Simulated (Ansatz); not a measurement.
G0W0 rungs for LaBiS2O (P4/nmm).

```yaml
crystal:
  lattice:
    - [4.06460, 0.00000, 0.00000]
    - [0.00000, 4.06460, 0.00000]
    - [0.00000, 0.00000, 13.86140]
  atoms:
    - { symbol: La, position: [0.50000, 0.00000, 0.58924] }
    - { symbol: La, position: [0.00000, 0.50000, 0.41076] }
    - { symbol: Bi, position: [0.00000, 0.50000, 0.87006] }
    - { symbol: Bi, position: [0.50000, 0.00000, 0.12994] }
    - { symbol: S, position: [0.50000, 0.00000, 0.88843] }
    - { symbol: S, position: [0.00000, 0.50000, 0.11157] }
    - { symbol: S, position: [0.00000, 0.50000, 0.69097] }
    - { symbol: S, position: [0.50000, 0.00000, 0.30903] }
    - { symbol: O, position: [0.00000, 0.00000, 0.50000] }
    - { symbol: O, position: [0.50000, 0.50000, 0.50000] }
```

Geometry: measured lattice cell, ions relaxed with r2SCAN; the structure entry is the Materials Project's. The runs that relaxed it are not among those shown. Spin-orbit coupling is left out unless a run names it.

Runs so far (Ansatz 0.2.0, start r2SCAN, PAW set soft_1 files, 4×4×2 mesh). Times are wall times on 1 × NVIDIA GB200 (shared by 2 runs) with 24 threads of Arm Neoverse V2, shared host, good to a factor of about two.

```
bands summed  cutoff (eV)  gap on the mesh (eV)   time
         200           45                 1.213  4.3 s
         487           90                 1.303  8.2 s
```

**Question.** What should the next rung give, with 999 bands and screening to 150 eV, and where is the limit?

The error falls about as one over the bands when the cutoff rises with them. A line through the two highest rungs given predicts 1.335 eV; the run gave 1.382 eV, a miss of 0.047 eV, so the law fails here: the steps don't follow it yet. The two highest rungs put the limit near 1.457 eV, the pair below near 1.365 eV; neither can be trusted until a further rung is run.

Gaps are over the mesh's points; an edge off the mesh would be missed. Limits: not at the basis limit; f levels unsure; no spin-orbit coupling; coarse k mesh.

[Paths, hosts, dates, memory and timing lines, banners, echoed tables and standing remarks are left out of the program output.]

[Logs are printed without paths, hosts, clocks, repeated set-up lines and the standing remarks that a program may print on its own settings, such as how far it seeks lower states.]

[Runs of the session that timed out or met a known fault of the program may be left out.]

[Cells called generated may have been cut or substituted from an entry of the Crystallography Open Database or the Materials Project.]

[Hosts, paths, dates, database ids (printed as entryN), source tags and the programs' standing remarks are cut or masked in the printed files.]
